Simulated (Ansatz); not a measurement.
**How fast states decay through CsLi2IBr2**

Aim: relax a made-up compound, CsLi2IBr2, and see how good a tunnel barrier it would be. It is built by putting I for part of the Br in the CsLi2Br3 structure of space group Immm, with the volume rescaled by atomic radii. The parent structure comes from the Materials Project.

Program: Ansatz 0.2.0. Level of theory: LDA DFT, plane waves, PAW files, in the first sound run; inputs show where later runs differ. Results are calculated unless marked as measured.

Most raw output is cut from this account.

The structure was built from a prototype and need not be the compound's stable phase.

**1. The starting structure**

Symmetry: Immm, No. 71, orthorhombic system. The conventional cell has a = 4.720 Å, b = 5.712 Å, c = 13.386 Å, α = 90.00°, β = 90.00°, γ = 90.00°. Cs has 4 I at 3.71 Å and 8 Br at 3.78 to 4.70 Å and 10 Li at 4.13 to 4.50 Å and 2 Cs at 4.72 Å nearest. Nearest to Li lie 1 I at 2.56 Å and 4 Br at 2.64 to 2.88 Å. Nearest to Br lie 4 Li at 2.64 to 2.88 Å and 4 Cs at 3.78 to 4.70 Å. I has 2 Li at 2.56 Å and 4 Cs at 3.71 Å nearest. It derives from CsLi2Br3. I for part of the Br in the CsLi2Br3 structure of space group Immm. Farther neighbours and most contacts between anions are not listed.

**2. Relaxing the new crystal**

The substituted atoms don't fit the parent's cell, so cell and atoms relax together. A small smearing keeps the run stable in case the gap closes on the way.

Contents of input.yaml:

```yaml
crystal:
  lattice:
    - [-2.3599635214, 2.856185017, 6.6930152631]
    - [2.3599635214, -2.856185017, 6.6930152631]
    - [2.3599635214, 2.856185017, -6.6930152631]
  atoms:
    - { symbol: Cs, position: [0.0, 0.5, 0.5] }
    - { symbol: Li, position: [0.30865505, 0.80865505, 0.5] }
    - { symbol: Li, position: [0.69134495, 0.19134495, 0.5] }
    - { symbol: Br, position: [0.77909007, 0.77909007, 0.0] }
    - { symbol: Br, position: [0.22090993, 0.22090993, 0.0] }
    - { symbol: I, position: [0.5, 0.0, 0.5] }
kpoints:
  mp_grid: { grid: [6, 6, 6] }
scf:
  occupations: { method: gaussian, width: 0.03 }
hamiltonian:
  xc: lda
output:
  forces: true
  stress: true
relax:
  f_tol: 0.02
  max_steps: 60
  cell: {}
```

Command:

```
ansatz run input.yaml --threads 2 --pin off --max-ram 4096MiB --backend cpu --events-out ev --progress --plain --runs-dir out
```

It took 26 s on 2 threads of Intel Xeon Platinum 8488C (Sapphire Rapids), shared host; peak memory 0.63 GiB.

Relaxation path:

| step | energy less that of the first step (eV) | largest force component (eV/Å) | pressure (GPa) | volume (Å³) |
| --- | --- | --- | --- | --- |
| 1 | 0.0000 | 0.4991 | -0.82 | 180.46 |
| 2 | -0.1063 | 0.0805 | -0.26 | 173.45 |
| 3 | -0.1134 | 0.0287 | 0.02 | 171.73 |
| 4 | -0.1160 | 0.0183 | 0.03 | 171.80 |
| 5 | -0.1186 | 0.0303 | 0.03 | 171.93 |
| 6 | -0.1194 | 0.0019 | 0.00 | 172.24 |
| 7* | -0.1185 | 0.0019 | 0.00 | 172.24 |

Relaxation steps marked * repeat the geometry before them on a plane-wave basis chosen anew for their cell, so energy and pressure can jump there.

Forces are held to the 8 operations that the run works with; a distortion that breaks them can't arise in this run.

| conventional cell, symmetrised | before | after | change |
| --- | --- | --- | --- |
| a (Å) | 4.720 | 4.488 | -4.9 % |
| b (Å) | 5.712 | 5.692 | -0.4 % |
| c (Å) | 13.386 | 13.486 | +0.7 % |
| volume (Å³/atom) | 30.08 | 28.71 | -4.6 % |

The atoms that moved most (Å, as changes of fractional coordinates times the final cell):

| atom | dx | dy | dz | length |
| --- | --- | --- | --- | --- |
| Li2 | 0.000 | 0.000 | -0.137 | 0.137 |
| Li3 | 0.000 | 0.000 | 0.137 | 0.137 |
| Br4 | 0.000 | 0.000 | 0.102 | 0.102 |
| Br5 | 0.000 | 0.000 | -0.102 | 0.102 |

Numbers from this step:

```
free energy  : -18661.0193 eV
Fermi energy : 5.226 eV
pressure     : -0.001206 GPa
```

The largest force component on a free atom ends at 0.0019 eV/Å.

**3. Band edges**

The energy window and the wavevectors of the next steps follow from the band edges, so these are searched first, off the mesh as well.

Contents of input.yaml:

```yaml
crystal:
  lattice:
    - [-2.243970921, 2.8458201445, 6.7430438499]
    - [2.243970921, -2.8458201445, 6.7430438499]
    - [2.243970921, 2.8458201445, -6.7430438499]
  atoms:
    - { symbol: Cs, position: [0.0, 0.5, 0.5] }
    - { symbol: Li, position: [0.2984606317, 0.7984606317, 0.5] }
    - { symbol: Li, position: [0.7015393683, 0.2015393683, 0.5] }
    - { symbol: Br, position: [0.7866297142, 0.7866297142, 0.0] }
    - { symbol: Br, position: [0.2133702858, 0.2133702858, 0.0] }
    - { symbol: I, position: [0.5, 0.0, 0.5] }
kpoints:
  mp_grid: { grid: [6, 6, 6] }
  band_path: { path: [VBM, CBM], npoints: 30 }
scf:
  occupations: { method: fixed }
hamiltonian:
  xc: lda
output:
  eigenvalues: true
  write_potential: true
  write_density: true
  volumetric_format: npy
  elf: true
```

Elapsed: 13 s, on 2 threads; peak memory 0.62 GiB.

Numbers from this step:

| Item | Value |
| --- | --- |
| Fermi energy | 3.215 eV |
| gap on the k-mesh | 4.021 eV |
| gap on path | 4.021 eV, by band count; negative where bands overlap |
| direct gap on path | 4.021 eV |
| edge places on path | 0, 0 1/A along the path |

Levels at VBM (eV): -6.83, -6.78, -6.53, -2.88, -2.31, -2.28, -1.49, -1.09, -0.97, -0.48, -0.06, 0.00, 4.02, 4.85, 5.63, 5.80, 6.25, 6.62.

Valence density in the ac plane of the conventional cell at fractional y = 0.000, with atoms of Cs and Li and Br and I within 0.2 Å of it. It is the smooth field of the valence electrons, not physical close to the nuclei.

Values in e/Å³, 24 rows by 14 columns, each cell a mean:
```
 0  0  0  0  1  1  1  1  1  1  1  0  0  0
 0  0  0  0  0  1  1  1  1  0  0  0  0  0
 0  0  0  0  0  0  0  0  0  0  0  0  0  0
 1  1  0  0  0  0  0  0  0  0  0  0  1  1
 1  1  1  0  0  0  0  0  0  0  0  1  1  1
 1  1  1  0  0  0  0  0  0  0  0  1  1  1
 1  1  0  0  0  0  3  4  1  0  0  0  1  1
 0  0  0  0  0  0  3  5  1  0  0  0  0  0
 0  0  0  0  0  0  0  0  0  0  0  0  0  0
 0  0  0  0  0  0  0  0  0  0  0  0  0  0
 0  0  0  0  0  1  2  2  1  1  0  0  0  0
 0  0  0  0  1  4 12 15  8  2  1  0  0  0
 0  0  0  0  1  3  9 11  6  1  1  0  0  0
 0  0  0  0  0  1  1  1  1  0  0  0  0  0
 0  0  0  0  0  0  0  0  0  0  0  0  0  0
 0  0  0  0  0  0  0  1  0  0  0  0  0  0
 0  0  0  0  0  1  4  6  2  0  0  0  0  0
 1  1  1  0  0  0  1  2  1  0  0  0  1  1
 0  1  1  1  0  0  0  0  0  0  0  1  1  1
 1  1  1  0  0  0  0  0  0  0  0  1  1  1
 1  1  0  0  0  0  0  0  0  0  0  0  0  1
 0  0  0  0  0  0  0  0  0  0  0  0  0  0
 0  0  0  0  0  1  1  1  1  1  0  0  0  0
 0  0  0  0  1  1  1  0  1  1  1  0  0  0
```
Columns run along a (4.5 Å), rows up along c (13.5 Å), edges of the conventional cell, whose origin can differ from the input's. Atoms in or near the plane, at fractional coordinates: Cs at (0.50, 0.00), Li at (0.50, 0.30), Li at (0.50, 0.70), Br at (0.00, 0.79), Br at (0.00, 0.21), I at (0.50, 0.50).

Electrostatic potential energy in the ac plane of the conventional cell at fractional y = 0.000, with atoms of Cs and Li and Br and I within 0.2 Å of it. With pseudopotentials it is smooth inside the atoms' cores, unlike the true potential.

Ten even steps from '0' (-62 eV) to '9' (9 eV), each cell a mean:
```
99986566567999
99998766789999
99999999999999
57899999999986
00589999999720
00589988999720
67899755689986
99999755689999
99999988899999
99999988999999
99998777779999
99986799867999
99997789868999
99999777789999
99999999999999
99999877899999
99999744689999
35899866789864
00489999999710
02699999999831
78999999999998
99999988899999
99998666678999
99986566657999
```
Columns run along a (4.5 Å; values clipped at the 3rd and 97th percentile), rows up along c (13.5 Å), edges of the conventional cell, whose origin can differ from the input's. Atoms in or near the plane, at fractional coordinates: Cs at (0.50, 0.00), Li at (0.50, 0.30), Li at (0.50, 0.70), Br at (0.00, 0.79), Br at (0.00, 0.21), I at (0.50, 0.50).

ELF in the ac plane of the conventional cell at fractional y = 0.000, with atoms of Cs and Li and Br and I within 0.2 Å of it. It is the smooth field of the valence electrons, not physical close to the nuclei.

Ten even steps from '_' (0.01) to '@' (0.95), each cell a mean:
```
____--##@@%%==--**@@%%++..__
..____--**%%%%%%%%##++..____
**++--....::====--::..::==**
%%%%%%**--..______::++##%%%%
..==%%%%##--____..++%%@@##::
..==%%%%**::______==%%@@##::
%%%%%%##::..##%%==__++%%%%%%
****==::__::##%%++__..==++**
....____....::::::....____..
____::==**##########++--..__
__..++####****++**######--__
__::####**==::----**####++..
__::**####++----==**####++..
__..==######****######**--__
____..--++**********==::____
::::..______::::..____....::
####**==__::@@@@**__::++####
##%%@@%%--__++**--..**%%%%##
__--%%@@##::____..++%%@@**..
--**%%%%**::____..==##%%%%==
%%%%##++::________..--**%%%%
==--....::==****++--....::==
____..++%%%%%%%%%%%%**::____
____==%%@@##::..==%%@@**..__
```
Columns run along a (4.5 Å), rows up along c (13.5 Å), edges of the conventional cell, whose origin can differ from the input's. Atoms in or near the plane, at fractional coordinates: Cs at (0.50, 0.00), Li at (0.50, 0.30), Li at (0.50, 0.70), Br at (0.00, 0.79), Br at (0.00, 0.21), I at (0.50, 0.50).

The searched edges give 4.02 eV, as on the mesh.

**4. Complex bands**

This step: LDA DFT, plane waves, PAW files; complex bands by layer matching along the plane's normal (Ansatz 0.2.0).

The same crystal is laid in a cell whose first two vectors span the (001) plane (indices of the standard conventional cell, whose axes can be ordered otherwise than in the bulk input). At fixed energy and wavevector in the plane the solver finds all kz, real and complex. A few wavevectors are listed, (0, 0) and (0.5, 0) in units of the plane's reciprocal vectors; the slowest state needn't be among them.

Contents of input.yaml:

```yaml
crystal:
  lattice:
    - [4.487941842, 0.0, 0.0]
    - [0.0, 5.691640289, 0.0]
    - [2.243970921, 2.845820144, 6.74304385]
  atoms:
    - { symbol: Cs, position: [0.5, 0.0, 0.0] }
    - { symbol: Li, position: [0.2015393683, 0.7015393683, 0.5969212634] }
    - { symbol: Li, position: [0.7984606317, 0.2984606317, 0.4030787366] }
    - { symbol: Br, position: [0.2133702858, 0.2133702858, 0.5732594284] }
    - { symbol: Br, position: [0.7866297142, 0.7866297142, 0.4267405716] }
    - { symbol: I, position: [0.0, 0.5, 0.0] }
kpoints:
  mp_grid: { grid: [6, 6, 6] }
scf:
  occupations: { method: fixed }
hamiltonian:
  xc: lda
output:
  eigenvalues: true
  transmission:
    leads: [[0, 0]]
    kpoints: [[0.0, 0.0], [0.5, 0.0]]
    e_range: [-1.0, 5.02]
    de: 0.1
```

Elapsed: 43 s, on 2 threads; peak memory 0.87 GiB.

Numbers from this step:

```
level to which the leads are filled                       : 2.011 eV from the Fermi level
decay constant at the filling level, zone centre          : 0.3001 Å⁻¹
decay constant at the filling level, slowest listed point : 0.3001 Å⁻¹
```

K parallel (0, 0); values up to 1.5 1/Å, a degenerate pair printed once or twice; energies at which all values exceed this have no row. Table of Im kz of the slowest decaying states by energy, zero at the highest filled level on the SCF mesh:

| energy (eV) | decay 1 (Å⁻¹) | decay 2 (Å⁻¹) | decay 3 (Å⁻¹) | decay 4 (Å⁻¹) |
| --- | --- | --- | --- | --- |
| -1.00 | 0.104 | 0.290 | 0.339 | 0.500 |
| -0.70 | 0.374 | 0.485 | 0.997 | 1.19 |
| -0.40 | 0.088 | 0.120 | 0.421 | 0.474 |
| -0.10 | 0.184 | 0.348 | 0.449 | 0.961 |
| 0.00 | 0.00491 | 0.203 | 0.230 | 0.456 |
| 0.20 | 0.232 | 0.293 | 0.421 | 0.467 |
| 0.50 | 0.263 | 0.449 | 0.477 | 0.497 |
| 0.80 | 0.283 | 0.480 | 0.531 | 0.563 |
| 1.10 | 0.296 | 0.479 | 0.549 | 0.633 |
| 1.40 | 0.302 | 0.473 | 0.558 | 0.646 |
| 1.70 | 0.304 | 0.462 | 0.560 | 0.656 |
| 2.00 | 0.300 | 0.447 | 0.558 | 0.638 |
| 2.30 | 0.292 | 0.428 | 0.552 | 0.601 |
| 2.60 | 0.278 | 0.404 | 0.542 | 0.567 |
| 2.90 | 0.259 | 0.374 | 0.530 | 0.533 |
| 3.20 | 0.232 | 0.336 | 0.499 | 0.515 |
| 3.50 | 0.194 | 0.285 | 0.464 | 0.497 |
| 3.80 | 0.134 | 0.212 | 0.425 | 0.476 |
| 4.10 | 0.382 | 0.452 | 0.568 | 0.626 |
| 4.40 | 0.0592 | 0.332 | 0.425 | 0.498 |
| 4.70 | 0.0111 | 0.271 | 0.393 | 0.418 |
| 5.00 | 0.119 | 0.188 | 0.320 | 0.357 |

K parallel (0.5, 0); values up to 1.5 1/Å, a degenerate pair printed once or twice; energies at which all values exceed this have no row. The Im kz of the slowest decaying states by energy, zero at the highest filled level on the SCF mesh:

| energy (eV) | decay 1 (Å⁻¹) | decay 2 (Å⁻¹) | decay 3 (Å⁻¹) | decay 4 (Å⁻¹) |
| --- | --- | --- | --- | --- |
| -1.00 | 0.0812 | 0.424 | 0.451 | - |
| -0.80 | 0.0874 | 0.269 | 0.444 | - |
| -0.50 | 0.319 | 0.384 | 0.497 | - |
| -0.30 | 0.392 | 0.539 | - | - |
| 0.00 | 0.430 | 0.578 | - | - |
| 0.20 | 0.447 | 0.595 | - | - |
| 0.40 | 0.460 | 0.607 | - | - |
| 0.70 | 0.473 | 0.620 | 1.50 | - |
| 0.90 | 0.480 | 0.625 | 1.48 | - |
| 1.20 | 0.485 | 0.628 | 1.45 | - |
| 1.40 | 0.487 | 0.629 | 1.44 | - |
| 1.60 | 0.487 | 0.628 | 1.42 | - |
| 1.90 | 0.485 | 0.624 | 1.39 | - |
| 2.10 | 0.482 | 0.619 | 1.37 | - |
| 2.40 | 0.476 | 0.610 | 1.34 | - |
| 2.60 | 0.470 | 0.603 | 1.32 | 1.50 |
| 2.80 | 0.463 | 0.595 | 1.30 | 1.48 |
| 3.10 | 0.451 | 0.580 | 1.27 | 1.45 |
| 3.30 | 0.441 | 0.569 | 1.25 | 1.43 |
| 3.60 | 0.424 | 0.549 | 1.21 | 1.40 |
| 3.80 | 0.411 | 0.535 | 1.19 | 1.38 |
| 4.00 | 0.397 | 0.520 | 1.17 | 1.36 |
| 4.30 | 0.372 | 0.493 | 1.13 | 1.33 |
| 4.50 | 0.353 | 0.474 | 1.11 | 1.31 |
| 4.80 | 0.320 | 0.440 | 1.07 | 1.28 |
| 5.00 | 0.293 | 0.415 | 1.04 | 1.26 |

At the listed wavevectors the last open channel is at -0.10 eV and the next at +4.10 eV on the grid. At +2.00 eV, the grid energy nearest the filling level (the middle of the gap on the SCF mesh), the slowest state at the listed wavevectors decays with κ = 0.300 Å⁻¹, its amplitude falling by e over 3.3 Å. Through 1 nm of this crystal that state's transmission falls by exp(−2 × 0.300 Å⁻¹ × 10 Å) = 0.0025.

**5. Decay over the two-dimensional zone**

The listed points could miss the slowest state, so one energy near mid-gap is solved on a mesh of 8×6.

Changes to input.yaml since step 4:

```diff
@@ -20,6 +20,2 @@
   eigenvalues: true
-  transmission:
-    leads: [[0, 0]]
-    kpoints: [[0.0, 0.0], [0.5, 0.0]]
-    e_range: [-1.0, 5.02]
-    de: 0.1
+  transmission: { leads: [[0, 0]], kmesh: [8, 6], e_range: [2.01, 2.02], de: 0.05 }
```

Run time: 23 s. Hardware: 2 threads; peak memory 0.85 GiB.

This step gave:

```
least decay constant on the mesh : 0.2999 Å⁻¹
```

Slowest decay constant (1/Å; 0 where a channel is open) over k1 and k2. At 2.0100 eV from the Fermi level.

Ten even steps from '0' (0.300) to '9' (0.587):
```
35587855
65662665
66610166
65662665
35587855
24799974
```
Columns: k1 (b1) from -0.5 to 0.375; rows upwards: k2 (b2) from -0.5 to 0.333.

The least value on the mesh is 0.300 Å⁻¹ at +2.01 eV. At that energy the listed points give about 0.300 Å⁻¹ by interpolation, so the mesh holds no clearly slower state.

**6. Band edges at another level, cutoff 1230 eV**

This step: LDA DFT, plane waves, JTH PAW files (Ansatz 0.2.0).

The edges again with JTH files, at the same atoms. Against that run the cutoff is 1230 eV against 420.

Contents of input.yaml:

```yaml
crystal:
  lattice:
    - [-2.243970921, 2.8458201445, 6.7430438499]
    - [2.243970921, -2.8458201445, 6.7430438499]
    - [2.243970921, 2.8458201445, -6.7430438499]
  atoms:
    - { symbol: Cs, position: [0.0, 0.5, 0.5] }
    - { symbol: Li, position: [0.2984606317, 0.7984606317, 0.5] }
    - { symbol: Li, position: [0.7015393683, 0.2015393683, 0.5] }
    - { symbol: Br, position: [0.7866297142, 0.7866297142, 0.0] }
    - { symbol: Br, position: [0.2133702858, 0.2133702858, 0.0] }
    - { symbol: I, position: [0.5, 0.0, 0.5] }
kpoints:
  mp_grid: { grid: [6, 6, 6] }
  band_path: { path: [VBM, CBM], npoints: 30 }
scf:
  occupations: { method: fixed }
hamiltonian:
  xc: lda
  pseudopotentials: { kind: paw, source: jth }
output:
  eigenvalues: true
```

It took 39 s on 2 threads; peak memory 1.2 GiB.

This step gave:

```
free energy        : -16277.9104 eV
Fermi energy       : 2.745 eV
gap on the k-mesh  : 4.009 eV
gap on path        : 4.009 eV, by band count; negative where bands overlap
direct gap on path : 4.009 eV
```

(Continued in part 2 of 2.)

[Logs are printed without paths, hosts, clocks, repeated set-up lines and the standing remarks that a program may print on its own settings, such as how far it seeks lower states.]

[Hosts, paths, dates, database ids (printed as entryN), source tags and the programs' standing remarks are cut or masked in the printed files.]
